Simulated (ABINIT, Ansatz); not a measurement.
# Lattice dynamics of Aluminum (Fm-3m) in two programs, part 3 of 3

Aim: the phonon dispersion of Aluminum (Fm-3m), checked by a second program.

ABINIT 10.8.3; DFT LDA, scalar-relativistic, plane waves, PseudoDojo norm-conserving pseudopotentials.

So far, highest frequency (cm⁻¹): step 7 (interpolated phonon bands) 331. The relaxed cell has a = 3.977 Å (conventional setting).

## Step 8: Sums over the zone

Sums over the zone need many more wavevectors than were solved, so the interpolation is sampled on a dense mesh.

The input, anaddb.abi:

```
ddb_filepath "all_DDB"
output_file "anaddb.abo"
outdata_prefix "anaddb"
ifcflag 1
ngqpt 4 4 4
nqshft 1
q1shft 0.0 0.0 0.0
asr 1
chneut 0
dipdip 0
dipquad 0
quadquad 0
prtdos 2
ng2qpt 20 20 20
dosdeltae 4.5563e-06
ntemper 11
temperinc 100.0
tempermin 0.0
```

The run is started by

```bash
$ OMP_NUM_THREADS=1 anaddb anaddb.abi > anaddb.log
```

anaddb.abo, the main output file:

```text
[banners, grids, parts of the stress and lines that vanish by symmetry left out]
-outvars_anaddb: echo values of input variables ----------------------

 Flags :
     ifcflag         1
 Miscellaneous information :
         asr         1
      chneut         0
 Interatomic Force Constants Inputs :
      dipdip         0
     dipquad         0
    quadquad         0
      ifcana         0
      ifcout         0
 Description of grid 1 :
        brav         1
       ngqpt         4         4         4
      nqshft         1
      q1shft
                     0.00000000E+00  0.00000000E+00  0.00000000E+00
 Phonon DOS information :
   dosdeltae  4.55630000E-06
    dossmear  4.55633525E-06
 Description of grid 2 (Fourier interp. or BZ sampling):
      ng2qpt        20        20        20
      ngrids         4
      q2shft         0.00000000E+00  0.00000000E+00  0.00000000E+00

================================================================================

 read the DDB information and perform some checks

  ==== Info on the Cryst% object ====
 Real(R)+Recip(G) space primitive vectors, cartesian coordinates (Bohr,Bohr^-1):
 R(1)=  0.0000000  3.7580805  3.7580805  G(1)= -0.1330466  0.1330466  0.1330466
 R(2)=  3.7580805  0.0000000  3.7580805  G(2)=  0.1330466 -0.1330466  0.1330466
 R(3)=  3.7580805  3.7580805  0.0000000  G(3)=  0.1330466  0.1330466 -0.1330466
 Unit cell volume ucvol=  1.0615202E+02 bohr^3
 Angles (23,13,12)=  6.00000000E+01  6.00000000E+01  6.00000000E+01 degrees
 Time-reversal symmetry is present
 Reduced atomic positions [iatom, xred, symbol]:
    1)    0.0000000  0.0000000  0.0000000  Al

 DDB file with 8 blocks has been read.

================================================================================

 Calculation of the interatomic forces

       Homogeneous q point set in the B.Z.
 Grid q points  :       64
  1)   0.00000000E+00  0.00000000E+00  0.00000000E+00
  2)   2.50000000E-01  0.00000000E+00  0.00000000E+00
  3)   5.00000000E-01  0.00000000E+00  0.00000000E+00
  4)  -2.50000000E-01  0.00000000E+00  0.00000000E+00
  5)   0.00000000E+00  2.50000000E-01  0.00000000E+00
  6)   2.50000000E-01  2.50000000E-01  0.00000000E+00
  7)   5.00000000E-01  2.50000000E-01  0.00000000E+00
  8)  -2.50000000E-01  2.50000000E-01  0.00000000E+00
  9)   0.00000000E+00  5.00000000E-01  0.00000000E+00
 10)   2.50000000E-01  5.00000000E-01  0.00000000E+00
 11)   5.00000000E-01  5.00000000E-01  0.00000000E+00
 12)  -2.50000000E-01  5.00000000E-01  0.00000000E+00
 13)   0.00000000E+00 -2.50000000E-01  0.00000000E+00
 14)   2.50000000E-01 -2.50000000E-01  0.00000000E+00
[...]
58)   2.50000000E-01  5.00000000E-01 -2.50000000E-01
 59)   5.00000000E-01  5.00000000E-01 -2.50000000E-01
 60)  -2.50000000E-01  5.00000000E-01 -2.50000000E-01
 61)   0.00000000E+00 -2.50000000E-01 -2.50000000E-01
 62)   2.50000000E-01 -2.50000000E-01 -2.50000000E-01
 63)   5.00000000E-01 -2.50000000E-01 -2.50000000E-01
 64)  -2.50000000E-01 -2.50000000E-01 -2.50000000E-01

 The interatomic forces have been obtained

================================================================================

 Calculation of phonon density of states

 Average speed of sound partial sums:     0.2128645369E-02 (at units)
-                                   =           4.6568 [km/s]

 Debye frequency from partial sums:     0.1752309825E-02 (Ha)
-                                 =     0.1152964478E+02 (THz)
-Debye temperature from partial sums:     0.5533356785E+03 (K)

 Average speed of sound:     0.2334958700E-02 (at units)
-                      =           5.1082 [km/s]

 Debye frequency from DOS:     0.1922147827E-02 (Ha)
-                        =     0.1264712515E+02 (THz)
-Debye temperature from DOS:     0.6069662778E+03 (K)

-
```

The job ended after 1 s (1 thread of Intel Xeon at 2.70GHz, shared host).

Read from the output:

| Item | Value |
| --- | --- |
| share of modes beyond 3i cm⁻¹ on the dense interpolated mesh | 0 |
| zero-point energy per atom | 40.09 meV |
| heat capacity at 300 K | 22.70 J/(mol atoms K) |
| vibrational entropy at 300 K | 26.49 J/(mol atoms K) |

The phonon density of states has structure finer than the step of the table below, so its rows give means over 20 cm⁻¹, whole bins alone (the curve runs from -30 to 360 cm⁻¹). Peaks (cm⁻¹: height): 202.0: 0.0215, 300.0: 0.0275.

Tetrahedra. Phonon density of states against wavenumber; means over each step:

| wavenumber (cm⁻¹) | phonon density of states (1/cm⁻¹/cell) |
| --- | --- |
| 0 | 5.0e-7 |
| 20 | 4.1e-5 |
| 40 | 3.0e-4 |
| 60 | 7.7e-4 |
| 80 | 0.00153 |
| 100 | 0.00280 |
| 120 | 0.00509 |
| 140 | 0.0112 |
| 160 | 0.0177 |
| 180 | 0.0192 |
| 200 | 0.0195 |
| 220 | 0.0118 |
| 240 | 0.0101 |
| 260 | 0.00966 |
| 280 | 0.00967 |
| 300 | 0.0227 |
| 320 | 0.00787 |
| 340 | 3.7e-5 |

Harmonic thermodynamic functions per atom, summed over the density of states scaled to three modes an atom; melting is ignored. Thermodynamic functions:

```csv
T (K),F_vib (meV/atom),S (J/mol-atom/K),C_V (J/mol-atom/K)
0,40.09,0,0
50,39.97,1.031,3.31
100,38.22,6.168,12.21
200,25.64,17.72,20.31
300,2.5,26.49,22.7
400,-28.56,33.17,23.64
500,-65.8,38.5,24.1
600,-108,42.92,24.35
700,-154.5,46.69,24.51
800,-204.7,49.96,24.61
900,-258,52.87,24.68
1000,-314.1,55.47,24.73
```

At 300 K the heat capacity has reached 91 % of the Dulong-Petit value.

## Step 9: Cross-check with Ansatz

A second program on the same cell, potentials, cutoff and meshes tests the implementation of the phonon response, not its convergence.

This step: DFT LDA, scalar-relativistic, plane waves, PseudoDojo norm-conserving pseudopotentials (Ansatz 0.2.0).

The input, input.yaml:

```yaml
crystal:
  lattice:
    - [0.0, 1.9886905731, 1.9886905731]
    - [1.9886905731, 0.0, 1.9886905731]
    - [1.9886905731, 1.9886905731, 0.0]
  atoms:
    - { symbol: Al, position: [0.0, 0.0, 0.0] }
kpoints:
  mp_grid: { grid: [16, 16, 16] }
hamiltonian:
  xc: lda
  pseudopotentials: { kind: nc, accuracy: standard }
scf:
  occupations: { method: gaussian, width: 0.27211 }
output:
  eigenvalues: true
basis:
  ecutwfc: 435.382
phonons:
  method: dfpt
  qmesh: [4, 4, 4]
  temperatures: { t_max: 1000, t_step: 50 }
  qpath:
    path:
      - [[0.0, 0.0, 0.0], [0.5, 0.0, 0.5], [0.625, 0.25, 0.625]]
      - [[0.375, 0.375, 0.75], [0.0, 0.0, 0.0], [0.5, 0.5, 0.5], [0.5, 0.25, 0.75], [0.5, 0.0, 0.5]]
    npoints: 10
```

The run is started by

```bash
$ ansatz run input.yaml --threads 2 --pin off --max-ram 4096MiB --backend cpu --events-out ev --progress --plain --runs-dir out
```

Output:

```text
Warning: basis.ecutwfc = 435.382 eV is below the records' recommended 598.650497 eV, and the density's cutoff is lower with it unless basis.ecutrho_ratio is high enough to keep the records' density cutoff: compare with a run at a higher cutoff
Engine: ansatz 0.2.0, x86_64-unknown-linux-gnu
Pseudopotentials: kind: nc
Pseudopotential: Al, nc, valence charge 3, recommended cutoff 598.650497 eV (normal), Al.nc.azcp (PseudoDojo's, or run here from an input of PseudoDojo's; its table is named by hamiltonian.pseudopotentials.accuracy)
Functional definition: SPW92
  exchange = slater_x
  correlation = pw_c
Crystal: 1 atoms, lattice volume = 15.730 Å³
Basis set: ecut = 435.382 eV, 331 PW (Γ), exchange–correlation on 40×40×40 points (8 copies of the dense FFT grid, shifted against one another)
Bands: 6, of which v1, the nominal top of the filled ones, is band 2 counted from 1 (1 counted from 0)
Symmetry: 48 space group operations
k-points: 145 of 4096
Non-local potential: Al, projectors of the file, l = 0: 2, l = 1: 2, l = 2: 2
Initial density: superposition of atomic densities (chi_scale 0.1, normalization cell)
Initial wavefunctions: pseudopotential atomic-orbital guess
Functional: x = slater, c = lda
SCF iter   1: F=—  HF=-64.339456 eV  |F-HF|=—  |Δ(HF+E_count)|=         —  Δρ=2.22e-2  dr2=7.45e-2  ethr=3.10e-3  ⟨swp⟩=4.6  Hψ=7602  notcnv=0
preconditioner: auto → none  [metal: Δε(μ)=0.099 eV  Ē_g=13.592 eV  σ=0.272 eV  W_gap=0.20  n_scr=0 (ndim 8)  ℏωp=16.2 eV  f_vac=0.000  D(μ)=0.33/eV (n_scr^D=0)]
SCF iter   2: F=—  HF=-64.318824 eV  |F-HF|=—  |Δ(HF+E_count)|=   2.06e-2  Δρ=1.05e-2  dr2=1.63e-2  ethr=2.48e-3  ⟨swp⟩=1.0  Hψ=2030  notcnv=0
SCF iter   3: F=—  HF=-64.313198 eV  |F-HF|=—  |Δ(HF+E_count)|=   5.63e-3  Δρ=2.13e-4  dr2=6.95e-6  ethr=5.44e-4  ⟨swp⟩=1.0  Hψ=813  notcnv=0
SCF iter   4: F=—  HF=-64.313208 eV  |F-HF|=—  |Δ(HF+E_count)|=   9.68e-6  Δρ=1.64e-5  dr2=8.72e-9  ethr=2.32e-7  ⟨swp⟩=2.3  Hψ=1093  notcnv=0
SCF iter   5: F=—  HF=-64.313208 eV  |F-HF|=—  |Δ(HF+E_count)|=   4.19e-7  Δρ=2.74e-6  dr2=2.57e-10  ethr=2.91e-10  ⟨swp⟩=1.9  Hψ=998  notcnv=0
SCF iter   6: F=-64.313208 eV  HF=-64.313208 eV  |F-HF|=5.26e-13  |Δ(HF+E_count)|=  3.56e-10  Δρ=9.71e-8  dr2=1.37e-12  ethr=1.00e-12  ⟨swp⟩=8.6  Hψ=5022  notcnv=0
SCF 1 converged in 6 iterations: F = -64.313208 eV  dr2 = 1.37e-12
NSCF: frozen V_eff on 145 k-points
WARN: eigensolver did not converge in 6 slots of this pass, the one above among them; of largest residual over every band (k=53): 1 band(s) unlocked (lowest unlocked band 5, counted from 0; max residual 6.87e-4 eV among the unlocked bands, 6.87e-4 eV over every band); of lowest unlocked band (k=10): band 5
NSCF: frozen V_eff on 349 k-points
DFPT response loops at q = (0, 0, 0) (fractional): preconditioner auto → Kerker (q_TF=auto, 2.070 Å⁻¹) (partly filled bands, converged f_vac=0.000); β = 1.00, the filter's whole step (`scf.mixing.beta` (0.50) is not read by the response loops under this deck's `scf.mixing.preconditioner`; to damp them name `kerker` or `kerker_dos`, under which they read `scf.mixing.beta`, and type it under 1.00, their step now; both keys bind the ground state too); Broyden in place of MSR1
NSCF: frozen V_eff on 4352 k-points
DFPT response loops at q = (0, 0, 0.25) (fractional): mixed as the last ones told, above
NSCF: frozen V_eff on 2196 k-points
DFPT response loops at q = (0, 0, -0.5) (fractional): mixed as the last ones told, above
NSCF: frozen V_eff on 2320 k-points
DFPT response loops at q = (0, 0.25, 0.25) (fractional): mixed as the last ones told, above
NSCF: frozen V_eff on 8192 k-points
DFPT response loops at q = (0, 0.25, -0.5) (fractional): mixed as the last ones told, above
NSCF: frozen V_eff on 4352 k-points
DFPT response loops at q = (0, 0.25, -0.25) (fractional): mixed as the last ones told, above
NSCF: frozen V_eff on 1242 k-points
DFPT response loops at q = (0, -0.5, -0.5) (fractional): mixed as the last ones told, above
NSCF: frozen V_eff on 2320 k-points
DFPT response loops at q = (0.25, -0.5, -0.25) (fractional): mixed as the last ones told, above
SCF converged after 6 iterations
Free energy (F): -64.313208 eV
Harris-Foulkes:  -64.313208 eV  (|F-HF|=5.26e-13)
Internal energy: -64.300999 eV  (E = F + TS)
E sigma→0 (E₀):  -64.307103 eV
Entropy (-TS):   -0.012208 eV (-12.208 meV/atom)
Fermi energy:    8.246597 eV
--- Per-component energies (eV) ---
  E_band       = 11.004863
  E_kinetic    = 24.065291
  E_local      = 5.184186  (includes V_loc(G=0)·N_el)
  E_nonlocal   = 11.649380
  E_hartree    = 0.101744
  E_xc         = -30.606283
  E_vxc        = -30.097482  (∫ρ·V_xc dr)
  E_ewald      = -74.695318
  E_smearing   = -0.012208  (= −TS)
  E_closure    = -0.000000  (closes the sum)
  Σ components = -64.313208   (vs F -64.313208, Δ=0.00e0)
--- Band table (eV; the first three rows and the last of 145) ---
  k-point 0: bands = ["-3.2273", "21.0511", "21.0511", "21.0511", "22.7163", "22.7163"]
  k-point 1: bands = ["-3.1180", "19.2775", "20.6980", "20.6980", "23.2368", "23.2368"]
  k-point 2: bands = ["-2.7906", "16.7196", "20.1390", "20.1390", "23.3463", "24.2366"]
  k-point 144: bands = ["7.3260", "7.3260", "8.3455", "9.4593", "24.3902", "24.3902"]
--- Phonons (Γ-DFPT): 1 representative perturbation + reference (Σ response iterations 2) ---
  ASR residual: 7.311e-5 → 0.000e0 eV/Å²; symmetrization residual: 4.066e-20 eV/Å²
  ASR residual per site (eV/Å²): 7.31e-5
  Γ frequencies (cm⁻¹): 0.00 0.00 0.00
--- Phonons (arbitrary-q DFPT): 8 irreducible q on the 4×4×4 mesh ---
  q = [0.0000, 0.0000, 0.0000] (star 1, of the zone-centre solve; hermiticity 1.15e-26, symmetrization 5.56e-16): 0.00 0.00 0.00
  q = [0.0000, 0.0000, 0.2500] (star 8, 1 solved perturbation on 2176 of 4096 k-point pairs; hermiticity 1.13e-9, symmetrization 5.66e-10, the responses' own estimated error 6.3e-5 eV/Å²): 114.87 114.87 235.60
  q = [0.0000, 0.0000, -0.5000] (star 4, 1 solved perturbation on 1098 of 4096 k-point pairs; hermiticity 2.14e-9, symmetrization 1.07e-9, the responses' own estimated error 6.9e-5 eV/Å²): 144.53 144.53 331.06
  q = [0.0000, 0.2500, 0.2500] (star 6, 2 solved perturbations in 1808 linear systems a pass and spin channel, the states on 1160 of 4096 k-point pairs; hermiticity 9.23e-16, symmetrization 1.99e-15, the responses' own estimated error 7.5e-5 eV/Å²): 142.88 142.88 247.53
  q = [0.0000, 0.2500, -0.5000] (star 24, 2 solved perturbations in 6272 linear systems a pass and spin channel, the states on 4096 of 4096 k-point pairs; hermiticity 4.77e-8, symmetrization 7.94e-9, the responses' own estimated error 9.2e-5 eV/Å²): 178.10 227.12 301.24
  q = [0.0000, 0.2500, -0.2500] (star 12, 2 solved perturbations in 3336 linear systems a pass and spin channel, the states on 2176 of 4096 k-point pairs; hermiticity 1.04e-9, symmetrization 9.70e-10, the responses' own estimated error 8.9e-5 eV/Å²): 159.85 221.96 282.52
  q = [0.0000, -0.5000, -0.5000] (star 3, 2 solved perturbations in 970 linear systems a pass and spin channel, the states on 621 of 4096 k-point pairs; hermiticity 2.91e-10, symmetrization 2.86e-10, the responses' own estimated error 7.8e-5 eV/Å²): 202.58 202.58 329.65
  q = [0.2500, -0.5000, -0.2500] (star 6, 2 solved perturbations in 1749 linear systems a pass and spin channel, the states on 1160 of 4096 k-point pairs; hermiticity 9.93e-10, symmetrization 4.97e-10, the responses' own estimated error 9.0e-5 eV/Å²): 223.90 276.17 276.17
  sum rule: each row above includes the acoustic sum rule's correction from the zone centre's row sums; it moved no ω² by more than (0.86 cm⁻¹)²
  mesh force constants: q→R imaginary residual 0.00e0; ASR residual 7.311e-5 → 0.000e0 eV/Å²; symmetrization residual 6.217e-15 eV/Å²
  interpolated dispersion: 62 rows × 3 modes
  density of states and harmonic sums: on the 28×28×28 q-mesh, interpolated from the force constants of a 4×4×4 supercell (no non-analytic term)
  largest difference from the sums on the solved wave vectors: F 9.36e-3 eV, S 1.34e-5 and C_V 4.03e-6 eV/K
  zero-point energy: 0.040083 eV/cell   skipped modes (ω ≤ 0): 3   left out of the sums: 4.56e-5 of the cell's modes: C_V's classical limit lies that fraction below 3 k_B per atom; for a crystal, a wire or a layer, F and S can be off by more, and a phonons.interpolated_qmesh denser along its periods is the remedy for the sampling
```

It took 41 s on 2 threads; peak memory 1.4 GiB; 78 s of CPU time.

Read from the output:

```
sum-rule residual before enforcement : 7.31e-5 eV/Å²
mean frequency                       : 215.5 cm⁻¹
Debye temperature (second moment)    : 417 K
logarithmic mean frequency           : 205.1 cm⁻¹
zero-point energy per atom           : 40.08 meV
vibrational entropy at 300 K         : 26.52 J/(mol atoms K)
```

## Step 10: The two compared: ABINIT PseudoDojo and Ansatz, PseudoDojo

Numbers from this step:

```
root-mean-square difference             : 0 cm⁻¹
largest difference                      : 0.01 cm⁻¹
root-mean-square difference on the path : 0 cm⁻¹
largest difference on the path          : 0.1 cm⁻¹
```

The interpolated bands of the two lie on top of each other.

At the solved wavevectors the largest difference (acoustic modes at Γ apart) is 0.003 % of the highest mode.

## Step 11: Outcome

| Item | Value |
| --- | --- |
| space group after relaxation | Fm-3m |
| volume per atom | 15.7 Å³ |
| q mesh | 4×4×4 |
| lowest mode on the q mesh (acoustic ones at the zone centre apart) | 114.9 cm⁻¹ |
| zero-point energy per atom | 40.1 meV |
| heat capacity at 300 K | 22.7 J/(mol atoms K) |
| vibrational entropy at 300 K | 26.5 J/(mol atoms K) |
| imaginary modes on the q mesh | none |
| largest difference from Ansatz, PseudoDojo | 0.01 cm⁻¹ |

In words: Aluminum (Fm-3m) is dynamically stable on the 4×4×4 mesh; its spectrum reaches 331 cm⁻¹. ABINIT PseudoDojo and Ansatz, PseudoDojo agree to 0.01 cm⁻¹ (0.003 % of the highest mode compared) on all solved modes but the acoustic ones at Γ. These are harmonic frequencies at zero temperature: anharmonic shifts and linewidths and thermal expansion are left out. In a metal the frequencies hang on the k mesh and the smearing, most of all near Kohn anomalies. Ansatz warns that the cutoff lies 27 % under the one recommended for these files; agreement at one cutoff is not convergence.

[Host names and launcher messages were left out of these logs when they were recorded.]

[Logs are printed without paths, hosts, clocks, repeated set-up lines and the standing remarks that a program may print on its own settings, such as how far it seeks lower states.]

[Hosts, paths, dates, database ids (printed as entryN), source tags and the programs' standing remarks are cut or masked in the printed files.]
